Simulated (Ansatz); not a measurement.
# TaN (P-6m2) under biaxial strain in the (0001) plane, that of a and b

Wanted: the shifts of the zone-centre modes of TaN (P-6m2) with strain.

Calculated with Ansatz 0.2.0; DFT LDA, scalar-relativistic, plane waves, PAW; PAW set soft_1.

## 1. The starting structure

The structure is hexagonal, space group P-6m2 (No. 187). The conventional cell has a = 2.938 Å, b = 2.938 Å, c = 2.883 Å, α = 90.00°, β = 90.00°, γ = 120.00°. Nearest to N lie 6 Ta at 2.23 Å. Ta has 6 N at 2.23 Å nearest. Farther neighbours and most contacts between anions are not listed.

## 2. A rough relaxation first

A rough relaxation comes first, because large forces or stress need no tight tolerances yet.

input.yaml

```yaml
crystal:
  lattice:
    - [2.938, 0.0, 0.0]
    - [-1.469, 2.5443826363, 0.0]
    - [0.0, 0.0, 2.883]
  atoms:
    - { symbol: "N", position: [0.66666667, 0.33333333, 0.0] }
    - { symbol: Ta, position: [0.0, 0.0, 0.5] }
kpoints:
  mp_grid: { grid: [9, 9, 8] }
hamiltonian:
  xc: lda
  pseudopotentials: { kind: paw, azcp: { folder: soft_1 }, xc_functional: pbe }
scf:
  occupations: { method: gaussian, width: 0.1 }
output:
  forces: true
  stress: true
  eigenvalues: true
relax:
  adjacent_minimum: "off"
  f_tol: 0.05
  max_steps: 80
  cell: { stress_tol: 0.5 }
```

Run with:

```sh
> ansatz run input.yaml --threads 4 --pin off --max-ram 10240MiB --backend cpu --events-out ev --progress --plain --runs-dir out
```

Numbers of over 12 decimals in the logs are rounded to 6 here.

What it wrote:

```text
The last accepted step is kept in <dir> (removed where the run ends without a failure and the disk answers)
Engine: ansatz 0.2.0, aarch64-unknown-linux-gnu
Pseudopotentials: kind: paw
Pseudopotential: N, paw, valence charge 5, recommended cutoff 420 eV (normal), soft_1/N.paw.azcp
Pseudopotential: Ta, paw, valence charge 13, recommended cutoff 420 eV (normal), soft_1/Ta.paw.azcp
Functional definition: SPW92
[...]
--- Relaxed structure (4 steps of the walk, 4 accepted, 1 SCFs on fresh bases) ---
  F+E_penalty+E_count = -10060.03402565 eV   max|allowed force component| = 7.401e-17 eV/Å   (the final SCF, on the basis selected at the relaxed cell)
  cell:  # Å, volume = 20.8703 Å³
    - [2.906418, 0.0, 0.0]
    - [-1.453209, 2.517031, 0.0]
    - [0.0, 0.0, 2.852872]
  atoms:
    - { symbol: N, position: [0.666667, 0.333333, 0.0] }
    - { symbol: Ta, position: [1.8503717008154215e-17, -1.8503717008154243e-17, 0.5] }
[key lines of the parts left out:]
SCF converged after 8 iterations
Free energy (F): -10060.034026 eV
Fermi energy:    20.538947 eV
P = ⅓ Tr σ = -0.1679 GPa (-1.679 kbar)
```

Wall time 2.5 s (4 threads of Arm Neoverse V2, shared host); peak memory 0.3 GiB.

Step by step:

```tsv
step	energy less that of the first step (eV)	largest force component (eV/Å)	pressure (GPa)	volume (Å³)
1	0.0000	0.0000	-11.60	21.55
2	-0.0131	0.0000	8.07	20.43
3	-0.0265	0.0000	0.03	20.87
4	-0.0270	0.0000	-0.07	20.87
5*	-0.0257	0.0000	-0.17	20.87
```

Relaxation steps marked * repeat the geometry before them on a plane-wave basis chosen anew for their cell, so energy and pressure can jump there.

Forces are held to the 12 operations that the run works with; a distortion that breaks them can't arise in this run.

```tsv
conventional cell, symmetrised	before	after	change
a (Å)	2.938	2.906	-1.1 %
b (Å)	2.938	2.906	-1.1 %
c (Å)	2.883	2.853	-1.0 %
volume (Å³/atom)	10.78	10.44	-3.2 %
```

Final coordinates:

```cif
data_structure
_symmetry_space_group_name_H-M 'P 1'
_symmetry_Int_Tables_number 1
_cell_length_a 2.9064
_cell_length_b 2.9064
_cell_length_c 2.8529
_cell_angle_alpha 90.000
_cell_angle_beta 90.000
_cell_angle_gamma 120.000
_cell_volume 20.87
loop_
_atom_site_label
_atom_site_type_symbol
_atom_site_fract_x
_atom_site_fract_y
_atom_site_fract_z
_atom_site_occupancy
N1 N 0.66667 0.33333 0.00000 1
Ta2 Ta 0.00000 0.00000 0.50000 1
```

Numbers from this step:

```
pressure          : -0.1679 GPa
volume per atom   : 10.44 Å³
gap on the k-mesh : 0 eV
```

In this step the volume went from 10.78 to 10.44 Å³/atom.

## 3. Relaxation

The cell and atoms are relaxed, since residual forces and stress would shift the frequencies.

input.yaml, the sections that differ from step 2:

```yaml
crystal:
  lattice:
    - [2.906417592, 0.0, 0.0]
    - [-1.453208796, 2.5170314687, 0.0]
    - [0.0, 0.0, 2.8528722576]
  atoms:
    - { symbol: "N", position: [0.6666666667, 0.3333333333, 0.0] }
    - { symbol: Ta, position: [0.0, 0.0, 0.5] }
kpoints:
  mp_grid: { grid: [18, 18, 14] }
relax:
  adjacent_minimum: "off"
  f_tol: 0.005
  max_steps: 80
  cell: { stress_tol: 0.05 }
# hamiltonian, scf, output: as in step 2
```

What it wrote:

```text
[...]
Crystal: 2 atoms, lattice volume = 20.870 Å³
Basis set: ecut = 420 eV, 405 PW (Γ)
Bands: 13, of which v1, the nominal top of the filled ones, is band 9 counted from 1 (8 counted from 0)
Symmetry: 12 space group operations
[...]
k-points: 296 of 4536 (time reversal used)
[...]
k-point 295: bands = [... 5 lower, 11.9751, 13.8365, 16.6117, 20.1767, 25.2352, 25.7555, 27.4748, 28.3018]
--- Relaxed structure (3 steps of the walk, 2 accepted, 1 SCFs on fresh bases) ---
[...]
cell:  # Å, volume = 20.8622 Å³
    - [2.906555, 0.0, 0.0]
    - [-1.453278, 2.517151, 0]
    - [0.0, 0, 2.851499]
  atoms:
    - { symbol: N, position: [0.666667, 0.333333, 0] }
    - { symbol: Ta, position: [-3.7007434155248937e-17, 0, 0.5] }
[key lines of the parts left out:]
SCF converged after 7 iterations
Free energy (F): -10060.033344 eV
Fermi energy:    20.445684 eV
P = ⅓ Tr σ = 0.0002 GPa (0.002 kbar)
```

Wall time 7.4 s (4 threads); peak memory 0.41 GiB; 28 s of CPU time.

Little changed from the start: no atom moved by 0.005 Å and no cell edge by 0.1 %.

Numbers from this step:

- pressure: 1.79e-4 GPa
- volume per atom: 10.43 Å³

In this step the volume went from 10.44 to 10.43 Å³/atom.

## 4. Tight relaxation

Phonons need small forces and stress, so the relaxation is finished with tight tolerances on 18×18×16 k points.

input.yaml, the sections that differ from step 3:

```yaml
crystal:
  lattice:
    - [2.9065554379, 0.0, 0.0]
    - [-1.4532777189, 2.5171508467, 0.0]
    - [0.0, 0.0, 2.8514994028]
  atoms:
    - { symbol: "N", position: [0.6666666667, 0.3333333333, 0.0] }
    - { symbol: Ta, position: [0.0, 0.0, 0.5] }
kpoints:
  mp_grid: { grid: [18, 18, 16] }
scf:
  occupations: { method: methfessel_paxton, width: 0.2 }
relax:
  adjacent_minimum: "off"
  f_tol: 0.001
  max_steps: 60
  cell: { stress_tol: 0.01 }
# hamiltonian, output: as in step 3
```

What it wrote:

```text
[...]
Crystal: 2 atoms, lattice volume = 20.862 Å³
Basis set: ecut = 420 eV, 405 PW (Γ)
Bands: 13, of which v1, the nominal top of the filled ones, is band 9 counted from 1 (8 counted from 0)
Symmetry: 12 space group operations
[...]
k-points: 333 of 5184 (time reversal used)
[...]
k-point 332: bands = [... 5 lower, 11.9749, 13.8358, 16.6109, 20.1754, 25.2341, 25.7540, 27.4727, 28.3003]
--- Relaxed structure (3 steps of the walk, 2 accepted, 1 SCFs on fresh bases) ---
[...]
cell:  # Å, volume = 20.8630 Å³
    - [2.906508, -2.886695392243731e-11, 0]
    - [-1.453254, 2.517110, 0]
    - [0, 0, 2.851695]
  atoms:
    - { symbol: N, position: [0.666667, 0.333333, 0] }
    - { symbol: Ta, position: [-3.700743415524895e-17, 0, 0.500000] }
[key lines of the parts left out:]
SCF converged after 3 iterations
Free energy (F): -10060.033086 eV
Fermi energy:    20.407835 eV
P = ⅓ Tr σ = -0.0008 GPa (-0.008 kbar)
```

It took 7.8 s on 4 threads; peak memory 0.42 GiB.

Little changed from the start: no atom moved by 0.005 Å and no cell edge by 0.1 %.

This step gave:

```yaml
pressure: -7.71e-4 GPa
```

The forces vanish by symmetry and the pressure is -0.001 GPa, within the tolerances set. The cell now holds 10.43 Å³/atom.

## 5. Modes at rest

Phonons follow from the second derivative of the energy, found here by linear response.

The modes at rest are the reference of the series.

input.yaml, the sections that differ from step 4:

```yaml
crystal:
  lattice:
    - [2.906508423, 0.0, 0.0]
    - [-1.4532542115, 2.5171101307, 0.0]
    - [0.0, 0.0, 2.8516946941]
  atoms:
    - { symbol: "N", position: [0.6666666667, 0.3333333333, 0.0] }
    - { symbol: Ta, position: [0.0, 0.0, 0.5] }
output:
  eigenvalues: true
phonons:
  method: dfpt
# kpoints, hamiltonian, scf: as in step 4
# relax: removed
```

What it wrote:

```text
zone centre: on kpoints.mp_grid the ground state, and the responses unless they are solved on pairs of k-points, stand on 819 of the mesh's 5184 k-points, reduced under 4 symmetry operations, with k and −k counted as one. Each operation leaves every solved displacement unchanged or reverses it
[...]
Crystal: 2 atoms, lattice volume = 20.863 Å³
Basis set: ecut = 420 eV, 405 PW (Γ), exchange–correlation on 40×40×40 points (8 copies of the dense FFT grid, shifted against one another)
Bands: 13, of which v1, the nominal top of the filled ones, is band 9 counted from 1 (8 counted from 0)
Symmetry: 12 space group operations
k-points: 819 of 5184 (irreducible under 4 space group operations, time reversal used)
[...]
SCF iter   1: F=—  HF=-10060.080589 eV  |F-HF|=—  |Δ(HF+E_count)|=         —  Δρ=4.86e-2  dr2=2.92e-1  ethr=3.10e-3  ⟨swp⟩=5.0  Hψ=52934  notcnv=0
[...]
SCF iter   8: F=-10060.033087 eV  HF=-10060.033087 eV  |F-HF|=3.64e-12  |Δ(HF+E_count)|=  1.46e-11  S|Δr|=    0.00e0  Δρ=5.93e-8  dr2=2.35e-13  ethr=1.00e-12  ⟨swp⟩=6.0  Hψ=45388  notcnv=0
SCF 1 converged in 8 iterations: F = -10060.033087 eV  dr2 = 2.35e-13
[...]
DFPT response loops at Γ: preconditioner auto → Kerker (q_TF=auto, 2.662 Å⁻¹) (partly filled bands, converged f_vac=0.000); β = 1.00, the filter's whole step (`scf.mixing.beta` (0.50) is not read by the response loops under this deck's `scf.mixing.preconditioner`; to damp them name `kerker` or `kerker_dos`, under which they read `scf.mixing.beta`, and type it under 1.00, their step now; both keys bind the ground state too); Broyden in place of MSR1
SCF converged after 8 iterations
[...]
Free energy (F): -10060.033087 eV
[...]
Internal energy: -10060.033856 eV  (E = F + TS)
E sigma→0 (E₀):  -10060.033279 eV
Entropy (-TS):   0.000769 eV (0.385 meV/atom)
Fermi energy:    20.407835 eV
[...]
--- Band table (eV; the first three rows and the last of 819) ---
  k-point 0: bands = [... 5 lower, 15.7822, 15.7822, 16.1360, 17.5408, 23.0267, 24.1959, 24.1959, 24.6107]
  k-point 1: bands = [... 5 lower, 15.8157, 15.8157, 15.8389, 17.7907, 23.1655, 23.5491, 23.5491, 25.1068]
  k-point 2: bands = [... 5 lower, 15.1650, 15.9118, 15.9118, 18.3692, 22.7076, 22.7076, 23.5429, 25.4900]
  k-point 818: bands = [... 5 lower, 12.6717, 13.5274, 16.3118, 19.4689, 24.7932, 25.7210, 26.7854, 27.8471]
--- Phonons (Γ-DFPT): 4 representative perturbations + reference, on 819 of 5184 k-points (Σ response iterations 12) ---
  k mesh reduced under 4 symmetry operations, with k and −k counted as one. Each operation leaves every solved displacement unchanged or reverses it
  ASR residual: 2.315e-5 → 0.000e0 eV/Å²; symmetrization residual: 3.332e-6 eV/Å²
  ASR residual per site (eV/Å²): 2.31e-5 2.21e-5
  Γ frequencies (cm⁻¹): 0.00 0.00 0.00 543.74 543.74 567.89
  non-analytic LO–TO correction: not included (Born effective charges unavailable; polar crystals: no LO–TO splitting at Γ)
```

Wall time 20 s (4 threads); peak memory 0.88 GiB; 72 s of CPU time.

In the SCF lines HF is the Harris–Foulkes energy and dr2 the Hartree energy of the density residual, in eV; the loop may stop once dr2 is under the threshold and the program's other checks hold. Hψ counts applications of the Hamiltonian.

This step gave:

```yaml
sum_rule_residual_before_enforcement: 2.31e-5 eV/Å²
point_group: -6m2
highest_optical_mode_at_the_zone_centre_no_lo_to_term: 567.9 cm⁻¹
lowest_optical_zone_centre_mode: 543.7 cm⁻¹
```

Patterns of degenerate modes are one choice out of their space. The modes at Γ (shares of kinetic energy by element, %):

```tsv
mode	frequency (cm⁻¹)	symmetry	N %	Ta %
1	0.0	acoustic	7	93
2	0.0	acoustic	7	93
3	0.0	acoustic	7	93
4	543.7	E'	93	7
5	543.7	E'	93	7
6	567.9	A2''	93	7
```

Displacements in mode 5 (543.7 cm⁻¹), the largest set to 1:
```
N1   1.00  0.00  0.00
Ta2 -0.08  0.00  0.00
```

Displacements in mode 6 (567.9 cm⁻¹), the largest set to 1:
```
N1   0.00  0.00  1.00
Ta2  0.00  0.00 -0.08
```

Before it was imposed, the acoustic sum rule was missed by 2.3e-5 eV/Å². Small misses are needed for a sound result but don't prove that mesh and cutoff are converged. The lowest optical mode is real, 544 cm⁻¹.

## 6. A member of the series: biaxial strain of +4 % in the (0001) plane, that of a and b

The cell takes a biaxial strain of +4 % in the (0001) plane, that of a and b. The strained lengths are held, while the rest of the cell and the atoms relax.

input.yaml, the sections that differ from step 5:

```yaml
crystal:
  lattice:
    - [3.02276876, 0.0, 0.0]
    - [-1.51138438, 2.6177945359, 0.0]
    - [0.0, 0.0, 2.8218177293]
  atoms:
    - { symbol: "N", position: [0.6666666667, 0.3333333333, 0.0] }
    - { symbol: Ta, position: [0.0, 0.0, 0.5] }
output:
  forces: true
  stress: true
  eigenvalues: true
relax:
  adjacent_minimum: "off"
  f_tol: 0.001
  max_steps: 60
  cell: { stress_tol: 0.01, fix: [a, b, gamma] }
# kpoints, hamiltonian, scf: as in step 5
# phonons: removed
```

What it wrote:

```text
[...]
Crystal: 2 atoms, lattice volume = 22.329 Å³
Basis set: ecut = 420 eV, 417 PW (Γ)
Bands: 13, of which v1, the nominal top of the filled ones, is band 9 counted from 1 (8 counted from 0)
Symmetry: 12 space group operations
[...]
k-points: 333 of 5184 (time reversal used)
[...]
k-point 332: bands = [... 5 lower, 10.9681, 12.5193, 15.3015, 18.8576, 22.9483, 23.8062, 25.6145, 26.2984]
--- Relaxed structure (5 steps of the walk, 5 accepted, 2 SCFs on fresh bases) ---
[...]
cell:  # Å, volume = 22.2603 Å³
    - [3.022769, 0, 0.0]
    - [-1.511384, 2.617795, 0.0]
    - [0.0, 0.0, 2.813140]
  atoms:
    - { symbol: N, position: [0.666667, 0.333333, 0.0] }
    - { symbol: Ta, position: [-3.7007434155248937e-17, 0, 0.500000] }
[key lines of the parts left out:]
SCF converged after 4 iterations
Free energy (F): -10059.868610 eV
Fermi energy:    19.006823 eV
P = ⅓ Tr σ = -19.5991 GPa (-195.991 kbar)
```

It took 13 s on 4 threads; peak memory 0.43 GiB.

Relaxation path:

```tsv
step	energy less that of the first step (eV)	largest force component (eV/Å)	pressure (GPa)	volume (Å³)
1	0.0000	0.0000	-20.64	22.33
2	-0.0003	0.0000	-18.55	22.19
3	-0.0007	0.0000	-19.61	22.26
4	-0.0007	0.0000	-19.60	22.26
5*	-0.0005	0.0000	-19.61	22.26
6	-0.0005	0.0000	-19.60	22.26
7*	-0.0005	0.0000	-19.60	22.26
```

Relaxation steps marked * repeat the geometry before them on a plane-wave basis chosen anew for their cell, so energy and pressure can jump there.

Forces are held to the 12 operations that the run works with; a distortion that breaks them can't arise in this run.

```tsv
conventional cell, symmetrised	before	after	change
a (Å)	3.023	3.023	+0.0 %
b (Å)	3.023	3.023	+0.0 %
c (Å)	2.822	2.813	-0.3 %
volume (Å³/atom)	11.16	11.13	-0.3 %
```

The relaxed structure:

```cif
data_structure
_symmetry_space_group_name_H-M 'P 1'
_symmetry_Int_Tables_number 1
_cell_length_a 3.0228
_cell_length_b 3.0228
_cell_length_c 2.8131
_cell_angle_alpha 90.000
_cell_angle_beta 90.000
_cell_angle_gamma 120.000
_cell_volume 22.26
loop_
_atom_site_label
_atom_site_type_symbol
_atom_site_fract_x
_atom_site_fract_y
_atom_site_fract_z
_atom_site_occupancy
N1 N 0.66667 0.33333 0.00000 1
Ta2 Ta 0.00000 0.00000 0.50000 1
```

Numbers from this step:

| Item | Value |
| --- | --- |
| pressure | -19.60 GPa |
| volume per atom | 11.13 Å³ |

The forces vanish by symmetry.

## 7. Zone-centre modes of the member: biaxial strain of +4 % in the (0001) plane, that of a and b

The zone-centre modes follow for biaxial strain of +4 % in the (0001) plane, that of a and b.

input.yaml, the sections that differ from step 6:

```yaml
crystal:
  lattice:
    - [3.02276876, 0.0, 0.0]
    - [-1.51138438, 2.6177945359, 0.0]
    - [0.0, 0.0, 2.8131398592]
  atoms:
    - { symbol: "N", position: [0.6666666667, 0.3333333333, 0.0] }
    - { symbol: Ta, position: [0.0, 0.0, 0.5] }
output:
  eigenvalues: true
phonons:
  method: dfpt
# kpoints, hamiltonian, scf: as in step 6
# relax: removed
```

What it wrote:

```text
[...]
Crystal: 2 atoms, lattice volume = 22.260 Å³
Basis set: ecut = 420 eV, 417 PW (Γ), exchange–correlation on 48×48×40 points (8 copies of the dense FFT grid, shifted against one another)
Bands: 13, of which v1, the nominal top of the filled ones, is band 9 counted from 1 (8 counted from 0)
Symmetry: 12 space group operations
k-points: 819 of 5184 (irreducible under 4 space group operations, time reversal used)
[...]
SCF iter   1: F=—  HF=-10059.889061 eV  |F-HF|=—  |Δ(HF+E_count)|=         —  Δρ=4.50e-2  dr2=2.26e-1  ethr=3.10e-3  ⟨swp⟩=5.0  Hψ=53276  notcnv=0
[...]
SCF iter   8: F=-10059.868611 eV  HF=-10059.868611 eV  |F-HF|=1.82e-12  |Δ(HF+E_count)|=  4.91e-11  S|Δr|=    0.00e0  Δρ=1.54e-7  dr2=2.75e-12  ethr=1.00e-12  ⟨swp⟩=6.3  Hψ=47662  notcnv=0
[...]
SCF 1 converged in 8 iterations: F = -10059.868611 eV  dr2 = 2.75e-12
[...]
SCF converged after 8 iterations
[...]
Free energy (F): -10059.868611 eV
[...]
Internal energy: -10059.869809 eV  (E = F + TS)
E sigma→0 (E₀):  -10059.868910 eV
Entropy (-TS):   0.001198 eV (0.599 meV/atom)
Fermi energy:    19.006824 eV
[...]
--- Band table (eV; the first three rows and the last of 819) ---
  k-point 0: bands = [... 5 lower, 14.2457, 14.2457, 15.0946, 16.5369, 20.7387, 22.7507, 22.7507, 22.9523]
  k-point 1: bands = [... 5 lower, 14.2799, 14.2799, 14.8524, 16.7115, 20.9031, 22.0042, 22.0042, 23.5359]
  k-point 2: bands = [... 5 lower, 14.2220, 14.3776, 14.3776, 17.2171, 21.1386, 21.1386, 21.3295, 23.9064]
  k-point 818: bands = [... 5 lower, 11.5790, 12.2578, 14.9821, 18.2027, 22.6052, 24.1135, 24.7253, 25.8046]
[...]
ASR residual: 7.621e-5 → 0.000e0 eV/Å²; symmetrization residual: 3.445e-6 eV/Å²
  ASR residual per site (eV/Å²): 4.24e-5 7.62e-5
  Γ frequencies (cm⁻¹): 0.00 0.00 0.00 491.26 491.26 513.54
[...]
```

It took 22 s on 4 threads; peak memory 0.92 GiB.

Numbers from this step:

* sum-rule residual before enforcement: 7.62e-5 eV/Å²
* highest optical mode at the zone centre (no LO-TO term): 513.5 cm⁻¹
* lowest optical zone-centre mode: 491.3 cm⁻¹

Patterns of degenerate modes are one choice out of their space. Modes at Γ, with each element's share of the kinetic energy:

```tsv
mode	frequency (cm⁻¹)	symmetry	N %	Ta %
1	0.0	acoustic	7	93
2	0.0	acoustic	7	93
3	0.0	acoustic	7	93
4	491.3	E'	93	7
5	491.3	E'	93	7
6	513.5	A2''	93	7
```

The lowest optical mode is real, 491 cm⁻¹, and the highest lies at 513.5 cm⁻¹.

For the highest optical mode at the zone centre (no LO-TO term), step 5 gave 568 cm⁻¹; this run, with strain 4 %, gives 514 cm⁻¹ (-10 %).

[end of part 1 of 2]

[Logs are printed without paths, hosts, clocks, repeated set-up lines and the standing remarks that a program may print on its own settings, such as how far it seeks lower states.]

[Hosts, paths, dates, database ids (printed as entryN), source tags and the programs' standing remarks are cut or masked in the printed files.]
